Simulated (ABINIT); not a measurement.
## CdAgH3 (Pm-3m): zone-centre phonons

Aim: the zone-centre modes of CdAgH3 (Pm-3m).

Main program and level: ABINIT 10.8.3; DFT PBE, scalar-relativistic, plane waves, PseudoDojo norm-conserving pseudopotentials.

The structure was built from a prototype and need not be the compound's stable phase.

In doubt: a PseudoDojo file used here is known to give poor structures and forces, so the values of those runs are not to be relied on.

## Step 1: Starting point

Symmetry: Pm-3m, No. 221, cubic system. Conventional cell: a = 4.508 Å, b = 4.508 Å, c = 4.508 Å, α = 90.00°, β = 90.00°, γ = 90.00°. Ag has 12 H at 3.19 Å nearest. Cd has 6 H at 2.25 Å nearest. Nearest to H lie 2 Cd at 2.25 Å. Farther neighbours are not listed.

Coordinates:

```cif
data_structure
_symmetry_space_group_name_H-M 'P 1'
_symmetry_Int_Tables_number 1
_cell_length_a 4.5080
_cell_length_b 4.5080
_cell_length_c 4.5080
_cell_angle_alpha 90.000
_cell_angle_beta 90.000
_cell_angle_gamma 90.000
_cell_volume 91.61
loop_
_atom_site_label
_atom_site_type_symbol
_atom_site_fract_x
_atom_site_fract_y
_atom_site_fract_z
_atom_site_occupancy
Ag1 Ag 0.00000 0.00000 0.00000 1
Cd2 Cd 0.50000 0.50000 0.50000 1
H3 H 0.50000 0.50000 0.00000 1
H4 H 0.50000 0.00000 0.50000 1
H5 H 0.00000 0.50000 0.50000 1
```

## Step 2: A first look

A first run with smearing and empty bands tells whether the crystal has a gap, which decides between fixed occupations and smearing later on.

probe.abi reads:

```
# ground state
tolvrs 1.0d-08
prtden 1
prtwf 1

# basis, mesh and filling
ecut 47.0
ngkpt 4 4 4
nshiftk 1
shiftk 0.0 0.0 0.0
istwfk *1
occopt 7
tsmear 0.005
nband 30
nstep 100
diemac 9.0
prtebands 0
prtgsr 0
useylm 1

# cell and atoms
acell 3*1.0 Angstrom
rprim 
    4.508 0.0 0.0
    0.0 4.508 0.0
    0.0 0.0 4.508
ntypat 3
znucl 47 48 1
natom 5
typat 1 2 3 3 3
xred 
    0.0 0.0 0.0
    0.5 0.5 0.5
    0.5 0.5 0.0
    0.5 0.0 0.5
    0.0 0.5 0.5
pp_dirpath "./pseudo"
pseudos "Ag.upf, Cd.upf, H.upf"
```

On the command line:

```bash
$ OMP_NUM_THREADS=1 mpirun -n 4 abinit probe.abi > probe.log
```

Numbers of over 12 decimals in the logs are rounded to 6 here.

probe.abo, the main output file:

```text
[banners, grids, parts of the stress and lines that vanish by symmetry left out]
- input  file    -> probe.abi
- output file    -> probe.abo
- root for input  files -> probei
[...]
Symmetries : space group Pm -3 m (#221); Bravais cP (primitive cubic)
[...]
mpw =        9568          nfft =      157464          nkpt =          10
[...]
== DATASET  1 ==================================================================
[...]
cutoff_energies: {ecut:  47.0, pawecutdg:  -1.0, }
[...]
ETOT  1  -329.33143560405    -3.293E+02 1.594E+00 6.736E+03
 ETOT  2  -330.18992965424    -8.585E-01 6.055E-02 1.369E+04
 ETOT  3  -331.78126366792    -1.591E+00 7.762E-03 1.371E+03
 ETOT  4  -331.89880476641    -1.175E-01 7.940E-03 3.886E+02
 ETOT  5  -331.93654453015    -3.774E-02 9.858E-04 5.330E+01
[...]
ETOT 12  -331.94397374047    -2.416E-11 4.233E-05 2.605E-08
 ETOT 13  -331.94397374046     1.108E-11 8.361E-04 1.589E-09
 At SCF step   13       vres2   =  1.59E-09 < tolvrs=  1.00E-08 =>converged.
[...]
sigma(1 1)=  2.93639157E-04  sigma(3 2)=  0.00000000E+00
  sigma(2 2)=  2.93639157E-04  sigma(3 1)=  0.00000000E+00
  sigma(3 3)=  2.93639157E-04  sigma(2 1)=  0.00000000E+00
[...]
convergence: {deltae:  1.108E-11, res2:  1.589E-09, residm:  8.361E-04, diffor: null, }
etotal    :  -3.31943974E+02
[...]
sigma(1 1)=  2.93639157E-04  sigma(3 2)=  0.00000000E+00
  sigma(2 2)=  2.93639157E-04  sigma(3 1)=  0.00000000E+00
  sigma(3 3)=  2.93639157E-04  sigma(2 1)=  0.00000000E+00
[...]
- sigma(1 1)=  8.63916227E+00  sigma(3 2)=  0.00000000E+00
- sigma(2 2)=  8.63916227E+00  sigma(3 1)=  0.00000000E+00
- sigma(3 3)=  8.63916227E+00  sigma(2 1)=  0.00000000E+00
[...]
fcart     -0.0000000000E+00 -0.0000000000E+00 -0.0000000000E+00
           strten      2.9363915712E-04  2.9363915712E-04  2.9363915712E-04
================================================================================

[key lines of the parts left out:]
pressure_GPa:  -8.6392E+00
```

Wall time 43 s (4 MPI ranks of Arm Neoverse V1, shared host); 2.8 min of CPU time.

This step gave:

| Property | Result |
| --- | --- |
| volume per atom | 18.32 Å³ |
| pressure | -8.639 GPa |
| gap on the k-mesh | 0 eV |

No gap opens on this mesh, so smearing is kept; the printed pressure holds the stress of the finite basis too.

## Step 3: Rough relaxation

The typed start is rough, so a first relaxation with smearing and loose thresholds takes it towards rest cheaply.

prerelax.abi reads:

```
# relaxation
ionmov 2
optcell 2
dilatmx 1.15
chkdilatmx 0
ntime 40
tolmxf 3.0d-04
tolvrs 1.0d-10
prtwf 0
prtden 0
chksymtnons 0

# basis, mesh and filling
ecut 46.0
ecutsm 3.0
ngkpt 4 4 4
nshiftk 1
shiftk 0.0 0.0 0.0
istwfk *1
occopt 7
tsmear 0.005
nband 30
nstep 100
diemac 1000000.0
prtebands 0
prtgsr 0
useylm 1

# cell and atoms
acell 3*1.0 Angstrom
rprim 
    4.508 0.0 0.0
    0.0 4.508 0.0
    0.0 0.0 4.508
ntypat 3
znucl 47 48 1
natom 5
typat 1 2 3 3 3
xred 
    0.0 0.0 0.0
    0.5 0.5 0.5
    0.5 0.5 0.0
    0.5 0.0 0.5
    0.0 0.5 0.5
pp_dirpath "./pseudo"
pseudos "Ag.upf, Cd.upf, H.upf"
```

On the command line:

```bash
$ OMP_NUM_THREADS=1 mpirun -n 4 abinit prerelax.abi > prerelax.log
```

prerelax.abo, the main output file:

```text
[banners, grids, parts of the stress and lines that vanish by symmetry left out]
- input  file    -> prerelax.abi
- output file    -> prerelax.abo
- root for input  files -> prerelaxi
[...]
Symmetries : space group Pm -3 m (#221); Bravais cP (primitive cubic)
[...]
mpw =       14060          nfft =      216000          nkpt =          10
[...]
== DATASET  1 ==================================================================
[...]
cutoff_energies: {ecut:  46.0, pawecutdg:  -1.0, }
[...]
ETOT  1  -329.40383311587    -3.294E+02 1.842E+00 8.817E+03
 ETOT  2  -330.46067732966    -1.057E+00 6.291E-02 1.485E+04
 ETOT  3  -331.80561629853    -1.345E+00 8.211E-03 1.554E+03
 ETOT  4  -331.90445191956    -9.884E-02 1.806E-03 4.490E+02
 ETOT  5  -331.93716225870    -3.271E-02 1.959E-03 6.167E+01
[...]
At SCF step   14       vres2   =  5.33E-11 < tolvrs=  1.00E-10 =>converged.
[...]
ETOT 10  -331.98747638536     2.427E-11 1.073E-12 1.023E-11
 At SCF step   10       vres2   =  1.02E-11 < tolvrs=  1.00E-10 =>converged.
[...]
sigma(1 1)=  8.67866441E-07  sigma(3 2)=  0.00000000E+00
  sigma(2 2)=  8.67866441E-07  sigma(3 1)=  0.00000000E+00
  sigma(3 3)=  8.67866441E-07  sigma(2 1)=  0.00000000E+00
[...]
convergence: {deltae:  2.427E-11, res2:  1.023E-11, residm:  1.073E-12, diffor: null, }
etotal    :  -3.31987476E+02
[...]
At Broyd/MD step   8, gradients are converged :
[...]
sigma(1 1)=  8.67866441E-07  sigma(3 2)=  0.00000000E+00
  sigma(2 2)=  8.67866441E-07  sigma(3 1)=  0.00000000E+00
  sigma(3 3)=  8.67866441E-07  sigma(2 1)=  0.00000000E+00
[...]
- sigma(1 1)=  2.55335122E-02  sigma(3 2)=  0.00000000E+00
- sigma(2 2)=  2.55335122E-02  sigma(3 1)=  0.00000000E+00
- sigma(3 3)=  2.55335122E-02  sigma(2 1)=  0.00000000E+00
[...]
fcart     -0.0000000000E+00 -0.0000000000E+00 -0.0000000000E+00
           strten      8.6786644143E-07  8.6786644143E-07  8.6786644144E-07
================================================================================

[key lines of the parts left out:]
pressure_GPa:  -2.5534E-02
Total energy (etotal) [Ha]= -3.31987476385364E+02
```

It took 7.1 min on 4 MPI ranks.

The steps of the relaxation:

```tsv
step	energy less that of the first step (eV)	largest force (eV/Å)	volume (Å³)
1	0.0000	0.0000	91.61
2	-0.1233	0.0000	89.26
3	1.5229	0.0000	38.95
4	-0.8216	0.0000	74.86
5	-1.0843	0.0000	67.52
6	-1.1787	0.0000	57.53
7	-1.1979	0.0000	60.66
8	-1.1985	0.0000	60.20
```

```tsv
cell as run	before	after	change
a (Å)	4.508	3.919	-13.1 %
b (Å)	4.508	3.919	-13.1 %
c (Å)	4.508	3.919	-13.1 %
volume (Å³/atom)	18.32	12.04	-34.3 %
```

Final coordinates:

```xyz
5
Lattice="3.9191 0.0000 0.0000 0.0000 3.9191 0.0000 0.0000 0.0000 3.9191" Properties=species:S:1:pos:R:3 pbc="T T T"
Ag    0.0000    0.0000    0.0000
Cd    1.9596    1.9596    1.9596
H     1.9596    1.9596    0.0000
H     1.9596    0.0000    1.9596
H     0.0000    1.9596    1.9596
```

Numbers from this step:

* volume per atom: 12.04 Å³
* pressure: -0.02553 GPa

The volume changes by -34.3 % in this run and stands -34.3 % from the first cell.

## Step 4: Rough relaxation

The cell changed much, so the rough relaxation is repeated on a basis made for the new cell.

Edit prerelax.abi of step 3 so:

```diff
@@ -31,5 +31,5 @@
 rprim 
-    4.508 0.0 0.0
-    0.0 4.508 0.0
-    0.0 0.0 4.508
+    3.919125231 0.0 0.0
+    0.0 3.919125231 0.0
+    0.0 0.0 3.919125231
 ntypat 3
```

prerelax.abo, the main output file:

```text
[banners, grids, parts of the stress and lines that vanish by symmetry left out]
- input  file    -> prerelax.abi
- output file    -> prerelax.abo
- root for input  files -> prerelaxi
[...]
Symmetries : space group Pm -3 m (#221); Bravais cP (primitive cubic)
[...]
mpw =        9328          nfft =      157464          nkpt =          10
[...]
== DATASET  1 ==================================================================
[...]
cutoff_energies: {ecut:  46.0, pawecutdg:  -1.0, }
[...]
ETOT  1  -330.74539506606    -3.307E+02 2.090E+00 2.396E+03
 ETOT  2  -331.56458986983    -8.192E-01 1.004E-01 3.658E+03
 ETOT  3  -331.95818260481    -3.936E-01 2.305E-02 3.199E+02
 ETOT  4  -331.98098414189    -2.280E-02 4.991E-03 6.355E+01
 ETOT  5  -331.98701647850    -6.032E-03 9.165E-04 4.643E+00
[...]
ETOT 11  -331.98747682384    -1.097E-11 9.132E-05 2.862E-09
 ETOT 12  -331.98747682385    -9.095E-12 1.536E-05 9.978E-11
 At SCF step   12       vres2   =  9.98E-11 < tolvrs=  1.00E-10 =>converged.
[...]
sigma(1 1)=  8.65441725E-07  sigma(3 2)=  0.00000000E+00
  sigma(2 2)=  8.65441725E-07  sigma(3 1)=  0.00000000E+00
  sigma(3 3)=  8.65441725E-07  sigma(2 1)=  0.00000000E+00
[...]
convergence: {deltae: -9.095E-12, res2:  9.978E-11, residm:  1.536E-05, diffor: null, }
etotal    :  -3.31987477E+02
[...]
At Broyd/MD step   1, gradients are converged :
[...]
sigma(1 1)=  8.65441725E-07  sigma(3 2)=  0.00000000E+00
  sigma(2 2)=  8.65441725E-07  sigma(3 1)=  0.00000000E+00
  sigma(3 3)=  8.65441725E-07  sigma(2 1)=  0.00000000E+00
[...]
- sigma(1 1)=  2.54621746E-02  sigma(3 2)=  0.00000000E+00
- sigma(2 2)=  2.54621746E-02  sigma(3 1)=  0.00000000E+00
- sigma(3 3)=  2.54621746E-02  sigma(2 1)=  0.00000000E+00
[...]
fcart     -0.0000000000E+00 -0.0000000000E+00 -0.0000000000E+00
           strten      8.6544172499E-07  8.6544172499E-07  8.6544172500E-07
================================================================================

[key lines of the parts left out:]
pressure_GPa:  -2.5462E-02
Total energy (etotal) [Ha]= -3.31987476823852E+02
```

Run time: 42 s. Hardware: 4 MPI ranks; 2.8 min of CPU time.

Little changed from the start: no atom moved by 0.005 Å and no cell edge by 0.1 %.

This step gave:

```
pressure : -0.02546 GPa
```

The volume changes by +0.0 % in this run and stands -34.3 % from the first cell.

## Step 5: Relaxation

The harmonic expansion needs vanishing forces, and a free crystal bears no stress, so cell and atoms are brought to rest. Stress is more sensitive to the basis than forces are: the last 3 Ha under the cutoff are smoothed with ecutsm, and the cutoff is raised above that of the later runs.

relax.abi reads:

```
# relaxation
ionmov 2
optcell 2
dilatmx 1.08
ntime 40
tolmxf 1.0d-05
tolvrs 1.0d-14
prtwf 0
prtden 0
chksymtnons 0

# basis, mesh and filling
ecut 57.0
ecutsm 3.0
ngkpt 6 6 6
nshiftk 1
shiftk 0.0 0.0 0.0
istwfk *1
occopt 6
tsmear 0.01
nband 30
nstep 100
diemac 1000000.0
prtebands 0
prtgsr 0
useylm 1

# cell and atoms
acell 3*1.0 Angstrom
rprim 
    3.919125234 0.0 0.0
    0.0 3.919125234 0.0
    0.0 0.0 3.919125234
ntypat 3
znucl 47 48 1
natom 5
typat 1 2 3 3 3
xred 
    0.0 0.0 0.0
    0.5 0.5 0.5
    0.5 0.5 0.0
    0.5 0.0 0.5
    0.0 0.5 0.5
pp_dirpath "./pseudo"
pseudos "Ag.upf, Cd.upf, H.upf"
```

On the command line:

```bash
$ OMP_NUM_THREADS=1 mpirun -n 4 abinit relax.abi > relax.log
```

relax.abo, the main output file:

```text
[banners, grids, parts of the stress and lines that vanish by symmetry left out]
- input  file    -> relax.abi
- output file    -> relax.abo
- root for input  files -> relaxi
[...]
Symmetries : space group Pm -3 m (#221); Bravais cP (primitive cubic)
[...]
mpw =       10568          nfft =      216000          nkpt =          20
[...]
== DATASET  1 ==================================================================
[...]
cutoff_energies: {ecut:  57.0, pawecutdg:  -1.0, }
[...]
ETOT  1  -330.77913797878    -3.308E+02 2.068E+00 2.746E+03
 ETOT  2  -331.64014783247    -8.610E-01 7.996E-02 3.825E+03
 ETOT  3  -331.96860224183    -3.285E-01 7.656E-03 2.307E+02
 ETOT  4  -331.98265328435    -1.405E-02 2.137E-03 3.245E+01
 ETOT  5  -331.98528431294    -2.631E-03 8.184E-04 4.476E-01
[...]
At SCF step   14       vres2   =  4.42E-16 < tolvrs=  1.00E-14 =>converged.
[...]
sigma(1 1)= -2.06202173E-05  sigma(3 2)=  0.00000000E+00
  sigma(2 2)= -2.06202173E-05  sigma(3 1)=  0.00000000E+00
  sigma(3 3)= -2.06202173E-05  sigma(2 1)=  0.00000000E+00
[...]
convergence: {deltae:  8.754E-12, res2:  4.418E-16, residm:  4.588E-04, diffor: null, }
etotal    :  -3.31985318E+02
[...]
ETOT  1  -331.98479966737    -3.320E+02 1.340E-04 6.402E+00
[...]
At SCF step   12       vres2   =  1.85E-16 < tolvrs=  1.00E-14 =>converged.
[...]
sigma(1 1)= -1.72706936E-05  sigma(3 2)=  0.00000000E+00
  sigma(2 2)= -1.72706936E-05  sigma(3 1)=  0.00000000E+00
  sigma(3 3)= -1.72706936E-05  sigma(2 1)=  0.00000000E+00
[...]
convergence: {deltae:  7.333E-12, res2:  1.845E-16, residm:  6.460E-05, diffor: null, }
etotal    :  -3.31985333E+02
[...]
ETOT  1  -331.96987105469    -3.320E+02 5.116E-05 1.817E+02
[...]
At SCF step   12       vres2   =  8.30E-15 < tolvrs=  1.00E-14 =>converged.
[...]
sigma(1 1)= -2.89147936E-07  sigma(3 2)=  0.00000000E+00
  sigma(2 2)= -2.89147936E-07  sigma(3 1)=  0.00000000E+00
  sigma(3 3)= -2.89147936E-07  sigma(2 1)=  0.00000000E+00
[...]
convergence: {deltae: -3.490E-11, res2:  8.301E-15, residm:  2.513E-05, diffor: null, }
etotal    :  -3.31985367E+02
[...]
ETOT  1  -331.98536290149    -3.320E+02 2.213E-05 5.081E-02
[...]
ETOT  9  -331.98536713300    -1.182E-11 2.840E-06 2.147E-13
 ETOT 10  -331.98536713298     2.723E-11 1.007E-05 2.861E-15
 At SCF step   10       vres2   =  2.86E-15 < tolvrs=  1.00E-14 =>converged.
[...]
sigma(1 1)= -4.23323470E-09  sigma(3 2)=  0.00000000E+00
  sigma(2 2)= -4.23323467E-09  sigma(3 1)=  0.00000000E+00
  sigma(3 3)= -4.23323466E-09  sigma(2 1)=  0.00000000E+00
[...]
convergence: {deltae:  2.723E-11, res2:  2.861E-15, residm:  1.007E-05, diffor: null, }
etotal    :  -3.31985367E+02
[...]
At Broyd/MD step   4, gradients are converged :
[...]
sigma(1 1)= -4.23323470E-09  sigma(3 2)=  0.00000000E+00
  sigma(2 2)= -4.23323467E-09  sigma(3 1)=  0.00000000E+00
  sigma(3 3)= -4.23323466E-09  sigma(2 1)=  0.00000000E+00
[...]
- sigma(1 1)= -1.24546065E-04  sigma(3 2)=  0.00000000E+00
- sigma(2 2)= -1.24546064E-04  sigma(3 1)=  0.00000000E+00
- sigma(3 3)= -1.24546064E-04  sigma(2 1)=  0.00000000E+00
[...]
fcart     -0.0000000000E+00 -0.0000000000E+00 -0.0000000000E+00
           strten     -4.2332346951E-09 -4.2332346708E-09 -4.2332346639E-09
================================================================================

[key lines of the parts left out:]
pressure_GPa:   1.2455E-04
Total energy (etotal) [Ha]= -3.31985367132976E+02
```

Run time: 4.7 min. Hardware: 4 MPI ranks.

Relaxation path:

```tsv
step	energy less that of the first step (eV)	largest force (eV/Å)	volume (Å³)
1	0.0000	0.0000	60.20
2	-0.0004	0.0000	60.31
3	-0.0013	0.0000	60.89
4	-0.0013	0.0000	60.90
```

```tsv
conventional cell, symmetrised	before	after	change
a (Å)	3.919	3.934	+0.4 %
b (Å)	3.919	3.934	+0.4 %
c (Å)	3.919	3.934	+0.4 %
volume (Å³/atom)	12.04	12.18	+1.2 %
```

This step gave:

| Property | Result |
| --- | --- |
| volume per atom | 12.18 Å³ |
| pressure | 1.25e-4 GPa |

The volume changes by +1.2 % in this run and stands -33.5 % from the first cell.

## Step 6: Self-consistent run for the response

The response is built on these wavefunctions, so the potential is converged far more tightly than an energy would need. Smearing stays on, as the first look found no gap above 0.3 eV.

gs.abi reads:

```
# ground state
tolvrs 1.0d-16
prtden 1
prtwf 1

# basis, mesh and filling
ecut 47.0
ngkpt 6 6 6
nshiftk 1
shiftk 0.0 0.0 0.0
istwfk *1
occopt 6
tsmear 0.01
nband 30
nstep 100
diemac 1000000.0
prtebands 0
prtgsr 0
useylm 1

# cell and atoms
acell 3*1.0 Angstrom
rprim 
    3.934411937 0.0 0.0
    0.0 3.934411937 0.0
    0.0 0.0 3.934411937
ntypat 3
znucl 47 48 1
natom 5
typat 1 2 3 3 3
xred 
    0.0 0.0 0.0
    0.5 0.5 0.5
    0.5 0.5 0.0
    0.5 0.0 0.5
    0.0 0.5 0.5
pp_dirpath "./pseudo"
pseudos "Ag.upf, Cd.upf, H.upf"
```

On the command line:

```bash
$ OMP_NUM_THREADS=1 mpirun -n 4 abinit gs.abi > gs.log
```

gs.abo, the main output file:

```text
[banners, grids, parts of the stress and lines that vanish by symmetry left out]
- input  file    -> gs.abi
- output file    -> gs.abo
- root for input  files -> gsi
[...]
Symmetries : space group Pm -3 m (#221); Bravais cP (primitive cubic)
[...]
mpw =        6382          nfft =      110592          nkpt =          20
[...]
== DATASET  1 ==================================================================
[...]
cutoff_energies: {ecut:  47.0, pawecutdg:  -1.0, }
[...]
ETOT  1  -330.76889294700    -3.308E+02 2.250E+00 1.724E+03
 ETOT  2  -331.57761966465    -8.087E-01 8.176E-02 2.488E+03
 ETOT  3  -331.96165603528    -3.840E-01 5.853E-03 1.784E+02
 ETOT  4  -331.98095815964    -1.930E-02 2.880E-03 2.907E+01
 ETOT  5  -331.98496942580    -4.011E-03 1.343E-03 1.146E+00
[...]
ETOT 14  -331.98512031061    -9.265E-12 1.394E-04 1.121E-15
 ETOT 15  -331.98512031061     5.457E-12 1.270E-04 7.263E-18
 At SCF step   15       vres2   =  7.26E-18 < tolvrs=  1.00E-16 =>converged.
[...]
sigma(1 1)=  9.75623979E-06  sigma(3 2)=  0.00000000E+00
  sigma(2 2)=  9.75623979E-06  sigma(3 1)=  0.00000000E+00
  sigma(3 3)=  9.75623979E-06  sigma(2 1)=  0.00000000E+00
[...]
convergence: {deltae:  5.457E-12, res2:  7.263E-18, residm:  1.270E-04, diffor: null, }
etotal    :  -3.31985120E+02
[...]
sigma(1 1)=  9.75623979E-06  sigma(3 2)=  0.00000000E+00
  sigma(2 2)=  9.75623979E-06  sigma(3 1)=  0.00000000E+00
  sigma(3 3)=  9.75623979E-06  sigma(2 1)=  0.00000000E+00
[...]
- sigma(1 1)=  2.87038485E-01  sigma(3 2)=  0.00000000E+00
- sigma(2 2)=  2.87038485E-01  sigma(3 1)=  0.00000000E+00
- sigma(3 3)=  2.87038485E-01  sigma(2 1)=  0.00000000E+00
[...]
fcart     -0.0000000000E+00 -0.0000000000E+00 -0.0000000000E+00
           strten      9.7562397923E-06  9.7562397923E-06  9.7562397923E-06
================================================================================

[key lines of the parts left out:]
pressure_GPa:  -2.8704E-01
```

It took 47 s on 4 MPI ranks; 3.2 min of CPU time.

This step gave:

```
pressure : -0.2870 GPa
```

The cell stands at -0.29 GPa: the relaxation ran with a smoothed and higher cutoff, and the difference is a stress of the finite basis.

(Continued in part 2 of 3.)

[Host names and launcher messages were left out of these logs when they were recorded.]

[Logs are printed without paths, hosts, clocks, repeated set-up lines and the standing remarks that a program may print on its own settings, such as how far it seeks lower states.]

[Hosts, paths, dates, database ids (printed as entryN), source tags and the programs' standing remarks are cut or masked in the printed files.]
